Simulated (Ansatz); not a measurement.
# AlN (F-43m):Cu_Al, thermodynamic levels from a 54-atom cell

Aim: at which Fermi levels does Cu_Al in AlN (F-43m) change its charge? The model is a cell of 54 host atoms with 1 Al taken out and 1 Cu put in.

Program: Ansatz 0.2.0. Level of theory: place-levels on r2SCAN runs: charge-transition levels and formation energies with image-charge correction and potential alignment at the atomic sites; PAW set soft_1. Results are calculated unless marked as measured.

## 1. Starting point

The cell holds 54 atoms: 26 Al, 27 N and 1 Cu. Its edges and angles: a = 9.269 Å, b = 9.269 Å, c = 9.269 Å, α = 60.0°, β = 60.0°, γ = 60.0°. It derives from AlN (space group F-43m). Nearest the centre at fractional (0.333, 0.667, 0.667): Cu35 at 0.00 Å, N34 at 1.89 Å, N30 at 1.89 Å, N18 at 1.89 Å, N36 at 1.89 Å, Al23 at 3.09 Å, Al31 at 3.09 Å, Al5 at 3.09 Å.

Coordinates:

```xyz
54
Lattice="0.0000 6.5542 6.5542 6.5542 0.0000 6.5542 6.5542 6.5542 0.0000" Properties=species:S:1:pos:R:3 pbc="T T T"
Al    0.0000    0.0000    0.0000
N     1.0924    1.0924    1.0924
Al    2.1847    2.1847    0.0000
N     3.2771    3.2771    1.0924
Al    4.3695    4.3695    0.0000
N     5.4618    5.4618    1.0924
Al    2.1847    0.0000    2.1847
N     3.2771    1.0924    3.2771
Al    4.3695    2.1847    2.1847
N     5.4618    3.2771    3.2771
Al    6.5542    4.3695    2.1847
N     7.6466    5.4618    3.2771
Al    4.3695    0.0000    4.3695
N     5.4618    1.0924    5.4618
Al    6.5542    2.1847    4.3695
N     7.6466    3.2771    5.4618
Al    8.7389    4.3695    4.3695
N     9.8313    5.4618    5.4618
Al    0.0000    2.1847    2.1847
N     1.0924    3.2771    3.2771
Al    2.1847    4.3695    2.1847
N     3.2771    5.4618    3.2771
Al    4.3695    6.5542    2.1847
N     5.4618    7.6466    3.2771
Al    2.1847    2.1847    4.3695
N     3.2771    3.2771    5.4618
Al    4.3695    4.3695    4.3695
N     5.4618    5.4618    5.4618
Al    6.5542    6.5542    4.3695
N     7.6466    7.6466    5.4618
Al    4.3695    2.1847    6.5542
N     5.4618    3.2771    7.6466
Al    6.5542    4.3695    6.5542
N     7.6466    5.4618    7.6466
Cu    8.7389    6.5542    6.5542
N     9.8313    7.6466    7.6466
Al    0.0000    4.3695    4.3695
N     1.0924    5.4618    5.4618
Al    2.1847    6.5542    4.3695
N     3.2771    7.6466    5.4618
Al    4.3695    8.7389    4.3695
N     5.4618    9.8313    5.4618
Al    2.1847    4.3695    6.5542
N     3.2771    5.4618    7.6466
Al    4.3695    6.5542    6.5542
N     5.4618    7.6466    7.6466
Al    6.5542    8.7389    6.5542
N     7.6466    9.8313    7.6466
Al    4.3695    4.3695    8.7389
N     5.4618    5.4618    9.8313
Al    6.5542    6.5542    8.7389
N     7.6466    7.6466    9.8313
Al    8.7389    8.7389    8.7389
N     9.8313    9.8313    9.8313
```

Screening for the image-charge correction: ε∞ = 4.64, ε0 = 8.51, computed on the host (DFPT, PBEsol, on the r2SCAN cell), and a cell off the functional's own equilibrium shifts the ionic part.

The cell's shortest repeat is 9.3 Å.

## 2. The runs of each charge state

Levels follow from differences of total energies between charge states, each relaxed by itself.

Random displacements of about 0.05 Å break the site symmetry at the start, so that the relaxation can reach a distorted minimum if there is one. Forces are taken at one point at (¼, ¼, ¼). The cell holds 2 electrons more than the neutral one, with a uniform background that keeps it neutral on the whole.

The sampling was tested on the host first: at the k-points planned (1x1x1 shifted 0.25 0.25 0.25) its energy lies 0.045 eV an atom from the dense-mesh value, so the final energies take a denser sampling.

One of the inputs; charge, spin and start change from state to state.

qm2.relax/input.yaml

```yaml
crystal:
  lattice:
    - [0.0, 6.55418986, 6.55418986]
    - [6.55418986, 0.0, 6.55418986]
    - [6.55418986, 6.55418986, 0.0]
  atoms:
    - { symbol: Al, position: [0.0, 0.0, 0.0] }
    - { symbol: "N", position: [0.08333333, 0.08333333, 0.08333333] }
    - { symbol: Al, position: [0.0, 0.0, 0.33333333] }
    - { symbol: "N", position: [0.08333333, 0.08333333, 0.41666667] }
    - { symbol: Al, position: [0.0, 0.0, 0.66666667] }
    - { symbol: "N", position: [0.08333333, 0.08333333, 0.75] }
    - { symbol: Al, position: [0.0, 0.33333333, 0.0] }
    - { symbol: "N", position: [0.08333333, 0.41666667, 0.08333333] }
    - { symbol: Al, position: [0.0, 0.33333333, 0.33333333] }
    - { symbol: "N", position: [0.08333333, 0.41666667, 0.41666667] }
    - { symbol: Al, position: [0.0, 0.33333333, 0.66666667] }
    - { symbol: "N", position: [0.08333333, 0.41666667, 0.75] }
    - { symbol: Al, position: [0.0, 0.66666667, 0.0] }
    - { symbol: "N", position: [0.08333333, 0.75, 0.08333333] }
    - { symbol: Al, position: [0.0, 0.66666667, 0.33333333] }
    - { symbol: "N", position: [0.08333333, 0.75, 0.41666667] }
    - { symbol: Al, position: [0.0, 0.66666667, 0.66666667] }
    - { symbol: "N", position: [0.08333333, 0.75, 0.75] }
    - { symbol: Al, position: [0.33333333, 0.0, 0.0] }
    - { symbol: "N", position: [0.41666667, 0.08333333, 0.08333333] }
    - { symbol: Al, position: [0.33333333, 0.0, 0.33333333] }
    - { symbol: "N", position: [0.41666667, 0.08333333, 0.41666667] }
    - { symbol: Al, position: [0.33333333, 0.0, 0.66666667] }
    - { symbol: "N", position: [0.41666667, 0.08333333, 0.75] }
    - { symbol: Al, position: [0.33333333, 0.33333333, 0.0] }
    - { symbol: "N", position: [0.41666667, 0.41666667, 0.08333333] }
    - { symbol: Al, position: [0.33333333, 0.33333333, 0.33333333] }
    - { symbol: "N", position: [0.41666667, 0.41666667, 0.41666667] }
    - { symbol: Al, position: [0.33333333, 0.33333333, 0.66666667] }
    - { symbol: "N", position: [0.41666667, 0.41666667, 0.75] }
    - { symbol: Al, position: [0.33333333, 0.66666667, 0.0] }
    - { symbol: "N", position: [0.41666667, 0.75, 0.08333333] }
    - { symbol: Al, position: [0.33333333, 0.66666667, 0.33333333] }
    - { symbol: "N", position: [0.41666667, 0.75, 0.41666667] }
    - { symbol: Cu, position: [0.33333333, 0.66666667, 0.66666667] }
    - { symbol: "N", position: [0.41666667, 0.75, 0.75] }
    - { symbol: Al, position: [0.66666667, 0.0, 0.0] }
    - { symbol: "N", position: [0.75, 0.08333333, 0.08333333] }
    - { symbol: Al, position: [0.66666667, 0.0, 0.33333333] }
    - { symbol: "N", position: [0.75, 0.08333333, 0.41666667] }
    - { symbol: Al, position: [0.66666667, 0.0, 0.66666667] }
    - { symbol: "N", position: [0.75, 0.08333333, 0.75] }
    - { symbol: Al, position: [0.66666667, 0.33333333, 0.0] }
    - { symbol: "N", position: [0.75, 0.41666667, 0.08333333] }
    - { symbol: Al, position: [0.66666667, 0.33333333, 0.33333333] }
    - { symbol: "N", position: [0.75, 0.41666667, 0.41666667] }
    - { symbol: Al, position: [0.66666667, 0.33333333, 0.66666667] }
    - { symbol: "N", position: [0.75, 0.41666667, 0.75] }
    - { symbol: Al, position: [0.66666667, 0.66666667, 0.0] }
    - { symbol: "N", position: [0.75, 0.75, 0.08333333] }
    - { symbol: Al, position: [0.66666667, 0.66666667, 0.33333333] }
    - { symbol: "N", position: [0.75, 0.75, 0.41666667] }
    - { symbol: Al, position: [0.66666667, 0.66666667, 0.66666667] }
    - { symbol: "N", position: [0.75, 0.75, 0.75] }
  host:
    repeats: [3, 3, 3]
    atoms:
      - { symbol: Al, position: [0.0, 0.0, 0.0] }
      - { symbol: "N", position: [0.25, 0.25, 0.25] }
total_charge: -2
basis:
  ecutwfc: 500
  xc_grid: 2
hamiltonian:
  xc: r2scan
  pseudopotentials: { kind: paw, azcp: { folder: soft_1 } }
kpoints:
  mp_grid: { grid: [1, 1, 1], shift: [0.25, 0.25, 0.25] }
scf:
  occupations: { method: fixed }
  max_iter: 60
output:
  forces: true
  charged_corrections:
    epsilon: 4.64
    static_epsilon: 8.51
    defect_position: [0.333333, 0.666667, 0.666667]
relax:
  f_tol: 0.02
  max_steps: 80
  random_displacement: { amplitude: 0.05, seed: 8989 }
checkpoint:
  write: "../qm2.relax.run"
  compress: false
  write_wavefunctions: true
  write_every: 100000
```

Command:

```console
$ ansatz run input.yaml --threads 4 --pin off --max-ram 7536MiB --backend cpu --events-out ev --progress --plain --runs-dir out
```

The relaxed structure is kept and the sampling changed to a 2×2×2 shifted mesh.

The run of this state that the levels use, under r2SCAN:

qm2.point/input.yaml

```yaml
crystal:
  checkpoint: "../qm2.relax.run"
  host: checkpoint
total_charge: -2
basis:
  ecutwfc: 500
  xc_grid: 2
hamiltonian:
  xc: r2scan
  pseudopotentials: { kind: paw, azcp: { folder: soft_1 } }
kpoints:
  mp_grid: { grid: [2, 2, 2], shift: [0.5, 0.5, 0.5] }
scf:
  occupations: { method: fermi_dirac, width: 0.01 }
  max_iter: 60
output:
  forces: true
  eigenvalues: true
  charged_corrections:
    epsilon: 4.64
    static_epsilon: 8.51
    defect_position: [0.333333, 0.666667, 0.666667]
  eigenstates: { localisation: true }
  populations: true
checkpoint:
  read: "../qm2.relax.run"
  write: "../qm2.point.run"
  compress: false
  write_wavefunctions: false
  write_every: 100000
```

Relaxations under r2SCAN at one point at (¼, ¼, ¼); times on 4 threads of Arm Neoverse V2, shared host:

```csv
charge,moment (μB),occupations,outcome,steps,largest displacement against the far atoms (Å),time
−2,0,fixed,converged,7,0.18,55 s
−1,1,fixed,converged,14,0.14,4.2 min
0,0,fixed,not converged,4,-,1.7 min
0,0,fermi-dirac,converged,19,0.11,3.1 min
0,2,fixed,converged,6,0.12,1.9 min
+1,1,fixed,converged,5,0.09,2 min
+1,3,fixed,converged,6,0.07,93 s
```

Single points under r2SCAN at a 2×2×2 shifted mesh; times on 4 threads of Arm Neoverse V2, shared host:

```csv
charge,moment (μB),occupations,outcome,time
−2,0,fermi-dirac,converged,40 s
−1,1,fermi-dirac,converged,1.8 min
0,0,fermi-dirac,converged,45 s
0,2,fermi-dirac,converged,2 min
+1,1,fermi-dirac,converged,1.7 min
+1,3,fermi-dirac,converged,99 s
```

Distances (Å) from Cu35 to the nearest atoms after relaxation with r2SCAN:

```csv
charge,moment (μB),1.,2.,3.,4.,5.,6.
−2,0,N 2.04,N 2.06,N 2.06,N 2.06,Al 3.04,Al 3.04
−1,1,N 1.98,N 2.02,N 2.02,N 2.04,Al 3.06,Al 3.06
0,0,N 1.97,N 1.97,N 2.00,N 2.00,Al 3.05,Al 3.05
0,2,N 1.96,N 1.98,N 1.99,N 1.99,Al 3.06,Al 3.06
+1,1,N 1.96,N 1.96,N 1.96,N 1.99,Al 3.11,Al 3.11
+1,3,N 1.96,N 1.96,N 1.96,N 1.96,Al 3.11,Al 3.11
```

## 3. place-levels, r2SCAN

A charged cell interacts with its images and the background, and its potential has another zero than the host's. place-levels removes the first by a point-charge model, screened by the static dielectric constant since the ions have relaxed around the charge, and the second by comparing potentials at atoms far from the defect.

The host is a run of the defect-free crystal in the same cutoffs, grids and k-points, so that basis and sampling errors cancel in part in the differences. The host is run in a cell of 2 atoms on a matching mesh. Its band edges are searched through the zone by a band path, so the gap is smaller than, or equal to, that on the mesh. Chemical potentials are energies per atom of Al (fcc) and Cu (fcc), run with the same functional and cutoff.

levels.point.yaml

```yaml
host:
  run: host.point.run
states: [qm2.point.run, qm1_M1.point.run, q0.point.run, q0_M2.point.run, qp1_M1.point.run, qp1_M3.point.run]
geometry_from:
  qm2.point.run: qm2.relax.run
  qm1_M1.point.run: qm1_M1.relax.run
  q0.point.run: q0.relax_smeared.run
  q0_M2.point.run: q0_M2.relax.run
  qp1_M1.point.run: qp1_M1.relax.run
  qp1_M3.point.run: qp1_M3.relax.run
  host.point.run: host.relax.run
chemical_potentials:
  Al:
    energy: -540.418346
    dataset: <sha256 of the dataset>
  Cu:
    energy: -6631.253193
    dataset: "<sha256 of the dataset>"
epsilon: 4.64
static_epsilon: 8.51
vertical:
  - { from: qm2.point.run, to: qm2.point_neutral.run }
  - { from: qm1_M1.point.run, to: qm1_M1.point_neutral.run }
  - { from: qp1_M1.point.run, to: qp1_M1.point_neutral.run }
  - { from: qp1_M3.point.run, to: qp1_M3.point_neutral.run }
```

Command:

```console
$ ansatz place-levels levels.point.yaml -- --threads 4 --pin off --max-ram 7536MiB
```

Numbers of over 12 decimals in the logs are rounded to 6 here.

Output:

```text
[... repeated set-up lines and file paths are left out, and long positions are rounded to six places ...]
(+1/0) 0.570 eV above the valence edge, 3.349 eV under the conduction edge
(0/-1) 1.607 eV above the valence edge, 2.312 eV under the conduction edge
(-1/-2) 2.918 eV above the valence edge, 1.001 eV under the conduction edge
formation energy of charge +1: +5.714 eV with the Fermi level at the valence edge
formation energy of charge 0: +6.284 eV with the Fermi level at the valence edge
formation energy of charge -1: +7.890 eV with the Fermi level at the valence edge
formation energy of charge -2: +10.808 eV with the Fermi level at the valence edge
vertical -2 to 0: no energy, since no alignment is typed
  the change from vertical[0].from (qm2.point.run) to vertical[0].to (qm2.point_neutral.run): by its potential at epsilon 4.64 it stands at 0.383 0.715 0.716, with an rms radius of about 1.9 Å (1.1 1.1 1.1 Å across the planes of the cell's vectors); [...]
vertical -1 to 0: no energy, since no alignment is typed
  the change from vertical[1].from (qm1_M1.point.run) to vertical[1].to (qm1_M1.point_neutral.run): by its potential at epsilon 4.64 it stands at 0.397 0.729 0.731, with an rms radius of about 2.0 Å (1.3 1.3 0.9 Å across the planes of the cell's vectors); [...]
vertical +1 to 0: no energy, since no alignment is typed
  the change from vertical[2].from (qp1_M1.point.run) to vertical[2].to (qp1_M1.point_neutral.run): by its potential at epsilon 4.64 it stands at 0.389 0.724 0.724, with an rms radius of about 1.4 Å (0.8 0.8 0.8 Å across the planes of the cell's vectors); [...]
vertical +1 to 0: no energy, since no alignment is typed
  the change from vertical[3].from (qp1_M3.point.run) to vertical[3].to (qp1_M3.point_neutral.run): by its potential at epsilon 4.64 it stands at 0.382 0.717 0.716, with an rms radius of about 1.4 Å (0.8 0.8 0.8 Å across the planes of the cell's vectors); [...]
  edges by r2scan, gap 3.918 eV; the host is sampled to repeats of 18.54 Å
  the defect's cells are sampled to repeats of 18.54 Å, like sampling
  charge +1: -31159.6553 eV with its correction of +0.375 eV, at epsilon 8.51, aligned at sites: +0.0786 eV, mean over 19 atomic sites at or beyond 4.63 Å from the host's site at [0.3332, 0.6666, 0.6666] by the defect at [0.3333, 0.6667, 0.6667], with [...]
  charge 0: +0.000 eV for its dipole among its images, +0.000 omitted
  charge -1: -31144.0779 eV with its correction of +0.150 eV, at epsilon 8.51, aligned at sites: +0.1456 eV, mean over 19 atomic sites at or beyond 4.63 Å from the host's site at [0.3332, 0.6666, 0.6666] by the defect at [0.3333, 0.6667, 0.6667], with [...]
  charge -2: -31134.4596 eV with its correction of +0.859 eV, at epsilon 8.51, aligned at sites: +0.1623 eV, mean over 19 atomic sites at or beyond 4.63 Å from the host's site at [0.3332, 0.6666, 0.6666] by the defect at [0.3333, 0.6667, 0.6667], with [...]
  charge +1: states[4] (qp1_M1.point.run) stands 0.228 eV higher, with a moment of 1.00 μB against 3.00
  charge 0: states[2] (q0.point.run) stands 0.360 eV higher, with a moment of 0.00 μB against 2.00
  states[2] (q0.point.run): levels filled in part (TS 0.009 eV): its energy is of no whole electron's
  of states[5] (qp1_M3.point.run): its alignment with the host at atomic sites is doubtful: the mean over the far sites moves by -0.1363 eV from their farther parts to their nearer, more than 0.05 eV. [...]
  of states[3] (q0_M2.point.run): stability_check_not_made
  of states[1] (qm1_M1.point.run): its alignment with the host at atomic sites is doubtful: the mean over the far sites moves by +0.1693 eV from their farther parts to their nearer, more than 0.05 eV. [...]
  of states[0] (qm2.point.run): it parts from the run that its charge is read beside by 2 carriers, of which the mean alone is read, by its potential at epsilon 4.64, taken for that of held ions (one typed too small widens it): that is narrow, but one of them [...]
  of states[4] (qp1_M1.point.run): its alignment with the host at atomic sites is doubtful: the mean over the far sites moves by -0.1475 eV from their farther parts to their nearer, more than 0.05 eV. [...]
  of vertical[0].from (qm2.point.run): it parts from the run that its charge is read beside by 2 carriers, of which the mean alone is read, by its potential at epsilon 4.64, taken for that of held ions (one typed too small widens it): that is narrow, but one [...]
  vertical[0].to (qm2.point_neutral.run): levels filled in part (TS 0.019 eV): its energy is of no whole electron's
  of vertical[1].from (qm1_M1.point.run): stability_check_not_made
  vertical[1].to (qm1_M1.point_neutral.run): levels filled in part (TS 0.015 eV): its energy is of no whole electron's
  of vertical[2].from (qp1_M1.point.run): stability_check_not_made
  vertical[2].to (qp1_M1.point_neutral.run): levels filled in part (TS 0.019 eV): its energy is of no whole electron's
  of vertical[3].from (qp1_M3.point.run): stability_check_not_made
  vertical[3].to (qp1_M3.point_neutral.run): levels filled in part (TS 0.019 eV): its energy is of no whole electron's
```

Elapsed: 0.52 s, on 4 threads of Arm Neoverse V2, shared host.

Levels between the charges placed, in eV above the valence top:

```csv
,gap (eV),(+1/0),(0/−1),(−1/−2)
r2SCAN,3.92,0.57,1.61,2.92
```

Corrections by state:

```csv
charge,moment (μB),image terms and alignment (eV),band filling (eV),ε used,"over the lowest of its charge, as the program ranks them, band filling apart (eV)"
+1,3.0,0.375,-,8.51,0.000
0,2.0,0.000,-,-,0.000
−1,1.0,0.150,-,8.51,0.000
−2,0.0,0.859,-,8.51,0.000
+1,1.0,0.364,-,8.51,0.228
0,0.0,0.000,-,-,0.360
```

The charged structures listed were also run neutral, and place-levels reads from each pair, by the potential or the spins, how wide the charge is by which they differ; that can be the carrier of either run.

```csv
charge,rms radius (Å),spread where it is widest against the cell (Å),wide from (Å),reading
+1,1.4,0.80,1.31,narrow
−1,2.0,1.28,1.31,narrow
−2,1.9,1.08,1.31,narrow
```

The neutral runs of these pairs need not share the spin of the lowest neutral state, and very wide values only mean spread over the cell.

From the program's caveats on the states, each cut to its opening words:

- charge +1 (3 μB): its alignment with the host at atomic sites is doubtful: the mean over the far sites moves by -0.1363 eV from their farther parts to their nearer, more than [...]
- charge +1 (3 μB), 0 (2 μB), −1 (1 μB), +1 (1 μB): flagged: stability check not made
- charge −1 (1 μB): its alignment with the host at atomic sites is doubtful: the mean over the far sites moves by +0.1693 eV from their farther parts to their nearer, more than [...]
- charge −2: it parts from the run that its charge is read beside by 2 carriers, of which the mean alone is read, by its potential at epsilon 4.64, taken for that of held [...]
- charge −2: its alignment with the host at atomic sites is doubtful: the mean over the far sites moves by +0.3121 eV from their farther parts to their nearer, more than [...]
- charge +1 (1 μB): its alignment with the host at atomic sites is doubtful: the mean over the far sites moves by -0.1475 eV from their farther parts to their nearer, more than [...]

The host's formation energy from the elements is -1.603 eV per atom; it sets how far the chemical potentials can move.

Limit set by the element alone; other compounds of these elements are not counted. Chemical potentials from the elements' reference states: Al 0.00 eV, N -3.21 eV, Cu 0.00 eV. Formation energy by charge state (Al-rich; gap 3.92 eV):

```csv
charge,at valence top (eV),at conduction bottom (eV),correction included (eV)
+1,5.71,9.63,0.37
0,6.28,6.28,0.00
−1,7.89,3.97,0.15
−2,10.81,2.97,0.86
```

```csv
Fermi level (eV),lowest formation energy (eV)
0.00,5.71
0.36,6.07
0.71,6.28
1.07,6.28
1.42,6.28
1.78,6.11
2.14,5.75
2.49,5.40
2.85,5.04
3.21,4.40
3.56,3.68
3.92,2.97
```

Limit set by the element alone; other compounds of these elements are not counted. Chemical potentials from the elements' reference states: N 0.00 eV, Al -3.21 eV, Cu 0.00 eV. Formation energy by charge state (N-rich; gap 3.92 eV):

```csv
charge,at valence top (eV),at conduction bottom (eV),correction included (eV)
+1,2.51,6.43,0.37
0,3.08,3.08,0.00
−1,4.68,0.77,0.15
−2,7.60,-0.23,0.86
```

```tsv
Fermi level (eV)	lowest formation energy (eV)
0.00	2.51
0.36	2.86
0.71	3.08
1.07	3.08
1.42	3.08
1.78	2.91
2.14	2.55
2.49	2.19
2.85	1.83
3.21	1.19
3.56	0.48
3.92	-0.23
```

## 4. Outcome

| Item | Value |
| --- | --- |
| gap of the host | 3.92 eV (r2SCAN) |
| level (plus 1/0) | 0.57 eV above the valence top |
| level (0/minus 1) | 1.61 eV above the valence top |
| level (minus 1/minus 2) | 2.92 eV above the valence top |
| lowest of the charges placed, just above the valence top (0.02 eV) | +1 |
| lowest of the charges placed, just below the conduction bottom (0.02 eV) | −2 |
| lowest formation energy at mid-gap of the charges run, Al-rich | 5.93 eV |
| lowest formation energy at mid-gap of the charges run, N-rich | 2.73 eV |

**Reading.** Of the charges placed (−2, −1, 0 and +1), the lowest changes at 0.57 eV (+1/0), 1.61 eV (0/−1) and 2.92 eV (−1/−2) above the valence top, in a gap of 3.92 eV. Charges above +1 and below −2 were not placed, so these runs say nothing of levels that involve them. States placed: +1 at 3 μB and 1 μB; 0 at 2 μB and 0 μB; −1 at 1 μB; −2 at 0 μB. Other spin states or structures, where not listed, weren't placed. Cu is taken at its element; compounds, which aren't counted here, bound the chemical potentials and would shift these formation energies. The program doubts the alignment of potentials for at least one state, a sign that the cell is small. Keep in mind: r2SCAN makes the gap too small and tends to spread out bound carriers; where a gas molecule sets a chemical potential or the host's formation energy, its binding is uncorrected; force components of up to 0.19 eV/Å remain in a run at the final settings.

[Logs are printed without paths, hosts, clocks, repeated set-up lines and the standing remarks that a program may print on its own settings, such as how far it seeks lower states.]

[Hosts, paths, dates, database ids (printed as entryN), source tags and the programs' standing remarks are cut or masked in the printed files.]

[Where a table of states has a column of steps, it counts the stored structures, which are thinned; the runs took as many ionic steps or more.]

[A defect's name tells the site on which it was built; relaxed atoms can leave that site.]

[For some hosts the program warned that the k-mesh of the response run may be too coarse for force constants and the static dielectric constant; such warnings are not shown here.]
